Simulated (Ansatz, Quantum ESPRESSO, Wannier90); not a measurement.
# Ballistic channels from Wannier functions: zigzag Cu chain, bond 2.30 Å, width 1.2 Å, part 5 of 5

How many channels does the wire offer, and does a small Wannier basis get them right? The wire: zigzag Cu chain, bond 2.30 Å, width 1.2 Å.

Quantum ESPRESSO 7.5 and Wannier90 3.1.0; plane-wave DFT, LDA, GBRV ultrasoft pseudopotentials; cross-check by Ansatz 0.2.0 with PAW datasets.

So far. Step 2 (Ground state): The run needed 27 iterations to bring the estimated error under 1e-07 Ry; the largest force on any atom, held or free, is 0.67 eV/Å. Step 6 (Wannier functions and transport): Bands and channels are those of the Wannier model: bands that were not projected, and all outside the frozen window, are missing or only approximate.

### 10. Cross-check with Ansatz

As a check, the same structure is run in Ansatz.

Level of this step: plane-wave DFT, LDA, Ansatz PAW (Ansatz 0.2.0).

System of this step: zigzag Cu chain, bond 2.30 Å, width 1.2 Å, 2 periods. The cell holds 4 atoms: 4 Cu. Its edges and angles: a = 9.000 Å, b = 8.000 Å, c = 7.849 Å, α = 90.0°, β = 90.0°, γ = 90.0°. Vacuum lies along a and b. The structure's axis is c.

input.yaml reads:

```yaml
crystal:
  lattice:
    - [9.0, 0.0, 0.0]
    - [0.0, 8.0, 0.0]
    - [0.0, 0.0, 7.8485667481]
  atoms:
    - { symbol: Cu, position: [-0.0666666667, 0.0, 0.0] }
    - { symbol: Cu, position: [0.0666666667, 0.0, 0.25] }
    - { symbol: Cu, position: [-0.0666666667, 0.0, 0.5] }
    - { symbol: Cu, position: [0.0666666667, 0.0, 0.75] }
kpoints:
  mp_grid: { grid: [1, 1, 10] }
hamiltonian:
  xc: lda
scf:
  occupations: { method: fermi_dirac, width: 0.05 }
  convergence: { dr2_threshold: 1.0e-08 }
output:
  transmission:
    leads: [[0, 0]]
    e_range: [-4.0, 2.0]
    de: 0.05
    kmesh: [1, 1]
    reduced_basis: true
```

Command:

```
$ ansatz run input.yaml --threads 2 --pin off --max-ram 4096MiB --backend cpu --events-out ev --progress --plain --runs-dir out
```

Numbers of over 12 decimals in the logs are rounded to 6 here.

Log:

```text
Engine: ansatz 0.2.0, aarch64-unknown-linux-gnu
Pseudopotentials: kind: paw
Pseudopotential: Cu, paw, valence charge 19, recommended cutoff 420 eV (normal), Cu.paw.azcp
Functional definition: SPW92
  exchange = slater_x
  correlation = pw_c
Crystal: 4 atoms, lattice volume = 565.097 Å³
Basis set: ecut = 420 eV, 10975 PW (Γ)
Bands: 46, of which v1, the nominal top of the filled ones, is band 38 counted from 1 (37 counted from 0)
Symmetry: 16 space group operations
Space group: Pmma (ITA 51), of the structure as read, at distance tolerance 8.3e-5 Å
k-points: 6 of 10
Non-local potential: Cu, projectors of the file, l = 0: 3, l = 1: 2, l = 2: 3, l = 3: 1
PAW form: soft (Blöchl's): semilocal exchange-correlation on the pseudo side does not see the compensation charge
PAW frozen core: Cu, regenerated for the run's functional, and the local potential with it (the file was generated under x = pbe(κ = 0.804, μ = 0.219515), c = pbe(β = 0.066725))
PAW one-centre angular grid: Cu, 590 points (default); XC on 64 Gauss nodes
Initial density: superposition of atomic densities (neutral atoms: chi_scale 0, normalization atom), corrected by the library's trained network
Initial wavefunctions: pseudopotential atomic-orbital guess
Functional: x = slater, c = lda
SCF iter   1: F=—  HF=-26213.175618 eV  |F-HF|=—  |Δ(HF+E_count)|=         —  Δρ=7.23e-3  dr2=1.37e-1  ethr=1.77e-3  ⟨swp⟩=9.5  Hψ=1272  notcnv=0  defer=1
preconditioner: auto → LDOS  [insulator: Δε(μ)=0.428 eV  Ē_g=4.638 eV  σ=0.050 eV  W_gap=0.50  n_scr=80 (ndim 8)  ℏωp=10.4 eV  f_vac=0.769  D(μ)=2.02/eV (n_scr^D=6)  ε∞_Penn≈6.0  β→1.0]
SCF iter   2: F=—  HF=-26213.329208 eV  |F-HF|=—  |Δ(HF+E_count)|=   1.54e-1  Δρ=1.52e-2  dr2=7.06e-1  ethr=1.80e-4  ⟨swp⟩=2.3  Hψ=588  notcnv=0  defer=14  recentre
SCF iter   3: F=—  HF=-26213.150858 eV  |F-HF|=—  |Δ(HF+E_count)|=   1.78e-1  Δρ=2.28e-3  dr2=1.41e-2  ethr=1.80e-4  ⟨swp⟩=2.5  Hψ=530  notcnv=0  defer=14
SCF iter   4: F=—  HF=-26213.148768 eV  |F-HF|=—  |Δ(HF+E_count)|=   2.09e-3  Δρ=2.07e-4  dr2=3.98e-4  ethr=1.85e-5  ⟨swp⟩=2.0  Hψ=471  notcnv=0  defer=14
SCF iter   5: F=—  HF=-26213.148643 eV  |F-HF|=—  |Δ(HF+E_count)|=   1.25e-4  Δρ=5.37e-5  dr2=2.59e-5  ethr=5.23e-7  ⟨swp⟩=2.0  Hψ=389  notcnv=0  defer=14
SCF iter   6: F=—  HF=-26213.148634 eV  |F-HF|=—  |Δ(HF+E_count)|=   9.06e-6  Δρ=2.40e-5  dr2=3.02e-6  ethr=3.41e-8  ⟨swp⟩=2.0  Hψ=396  notcnv=0  defer=14
SCF iter   7: F=—  HF=-26213.148763 eV  |F-HF|=—  |Δ(HF+E_count)|=   1.28e-4  Δρ=5.29e-6  dr2=1.53e-7  ethr=3.98e-9  ⟨swp⟩=2.0  Hψ=336  notcnv=0  defer=14
SCF iter   8: F=-26213.148763 eV  HF=-26213.148763 eV  |F-HF|=1.21e-9  |Δ(HF+E_count)|=   2.86e-8  Δρ=4.38e-7  dr2=2.33e-9  ethr=1.32e-11  ⟨swp⟩=8.8  Hψ=1025  notcnv=0
SCF 1 converged in 8 iterations: F = -26213.148763 eV  dr2 = 2.33e-9
  greatest PAW one-centre occupation: 1.000 electrons in one spin orbital (limit 2), on the Cu atom at site 3 (counted from 0), in its partial waves of l = 0
transmission: 10 of 60 steps passed
transmission: 20 of 60 steps passed
[...]
transmission: 60 of 60 steps passed
SCF converged after 8 iterations
Free energy (F): -26213.148763 eV
Harris-Foulkes:  -26213.148763 eV  (|F-HF|=1.21e-9)
Internal energy: -26213.134717 eV  (E = F + TS)
E sigma→0 (E₀):  -26213.141740 eV
Entropy (-TS):   -0.014046 eV (-3.511 meV/atom)
Fermi energy:    -2.881969 eV
--- Per-component energies (eV) ---
  E_band       = -2805.425527
  E_kinetic    = 1201.520682
  E_local      = -39130.539383  (includes V_loc(G=0)·N_el)
  E_nonlocal   = 1618.600058
  E_hartree    = 17912.647512
  E_xc         = -340.081444
  E_vxc        = -440.869972  (∫ρ·V_xc dr)
  E_paw        = -6411.547188  (= ΣΔE_a)
  E_vpaw       = -1879.430435  (= ΣTr[D̂ρ^β])
  E_aug_tail   = 0.000836  (compensation charges beyond the density's cutoff)
  E_ewald      = -1065.534430
  E_core_change = 1.798640  (= ΣΔE_core)
  E_smearing   = -0.014046  (= −TS)
  E_closure    = 0.000000  (closes the sum)
  Σ components = -26213.148763   (vs F -26213.148763, Δ=0.00e0)
--- Band table (eV; the first three rows and the last of 6) ---
  k-point 0: bands = [... 34 lower, -3.8158, -3.8101, -3.6565, -2.8821, -2.8821, -1.5184, -0.4877, 0.9018, ... 4 higher]
  k-point 1: bands = [... 34 lower, -3.8115, -3.7877, -3.6591, -3.2288, -2.4307, -1.4944, -0.4561, 0.5527, ... 4 higher]
  k-point 2: bands = [... 34 lower, -3.7744, -3.7632, -3.6665, -3.4410, -1.9072, -1.4226, -0.3625, 0.1646, ... 4 higher]
  k-point 5: bands = [... 34 lower, -3.7062, -3.7062, -3.6277, -3.6277, -0.9666, -0.9666, 0.2250, 0.2250, ... 4 higher]
--- Transmission ---
  basis      : 629 plane waves across, 10 finite elements along
  points     : 1, standing for a mesh of 1 x 1
  energies   : 121 from -4.000000 to 2.000000 eV about the Fermi level, 0.050000 eV apart; the leads are filled to 0.000000 eV, and channels, transmission and decay are at 0.000000 eV
  crystal 0  : Cu4, at the sites [0, 0], period 7.8486 Å: whole cells are its period
    offset         : up to 0.0000 Å between an atom of the period and one for which it stands
    channels       : 1.000000e0 a spin
    conductance    : none, the energies end too early or step too widely for 300 K: set another output.transmission.e_range or a lower de, or, where they end at an eighth of basis.ecutwfc, a higher one
```

Wall time 64 s (2 threads of Arm Neoverse V1, shared host); peak memory 0.67 GiB.

This step gave:

| Item | Value |
| --- | --- |
| free energy | -26213.1488 eV |
| energy at zero smearing | -26213.1417 eV |
| smearing term TS | 0.01405 eV |
| Fermi energy | -2.882 eV |
| symmetry operations | 16 |
| lead channels at the Fermi level, one spin | 1 |

Per spin. Table of open channels by energy, zero at the Fermi level:

energy (eV), open channels and a bar:
```
   -3.600       0.00 
   -3.400       1.00 ##########
   -3.200       1.00 ##########
   -3.000       1.00 ##########
   -2.800       1.00 ##########
   -2.600       1.00 ##########
   -2.400       1.00 ##########
   -2.200       1.00 ##########
   -2.000       1.00 ##########
   -1.800       2.00 ####################
   -1.600       2.00 ####################
   -1.400       0.00 
   -1.200       3.00 ##############################
   -1.000       3.00 ##############################
   -0.800       2.00 ####################
   -0.600       1.00 ##########
   -0.400       1.00 ##########
   -0.200       1.00 ##########
    0.000       1.00 ##########
    0.200       1.00 ##########
    0.400       1.00 ##########
    0.600       1.00 ##########
    0.800       1.00 ##########
    1.000       1.00 ##########
    1.200       1.00 ##########
    1.400       2.00 ####################
    1.600       2.00 ####################
    1.800       2.00 ####################
    2.000       0.00
```

### 11. A check by hand

1 channel × 77.48 µS = 77 µS, a two-terminal resistance of 12.906/1 = 12.91 kΩ whatever the wire's length, as long as nothing scatters.

### 12. Outcome

```yaml
open_channels_at_the_fermi_level_per_spin: 1
total_spread: 12.1 Å²
gauge_invariant_spread: 11.3 Å²
largest_band_misfit_in_the_frozen_window: 0.0145 eV
channels_at_the_fermi_level_by_ansatz: 1
```

The wire offers 1 channel per spin at the Fermi level. Between -4 and 1.5 eV the channel count from Wannier functions equals that from Ansatz's layer matching at 95 % of the energies; outside the frozen window the Wannier bands are not held to the plane-wave ones. Each plane-wave level in the frozen window has a Wannier level within 0.02 eV; this test doesn't see extra bands that a model may add. The wire is perfect, so the conductance only counts bands: each channel, with its partner of the other spin, carries G₀ = 2e²/h. It was run without spin polarisation, which was not tested. It is as built, with forces up to 0.7 eV/Å; relaxing the bonds would move the band edges.

[Logs are printed without paths, hosts, clocks, repeated set-up lines and the standing remarks that a program may print on its own settings, such as how far it seeks lower states.]

[Hosts, paths, dates, database ids (printed as entryN), source tags and the programs' standing remarks are cut or masked in the printed files.]

[Maps of the electrostatic potential energy from Ansatz leave out the sawtooth potential of an applied field or a dipole correction, so their vacuum need not be flat; planar profiles and work functions include it.]
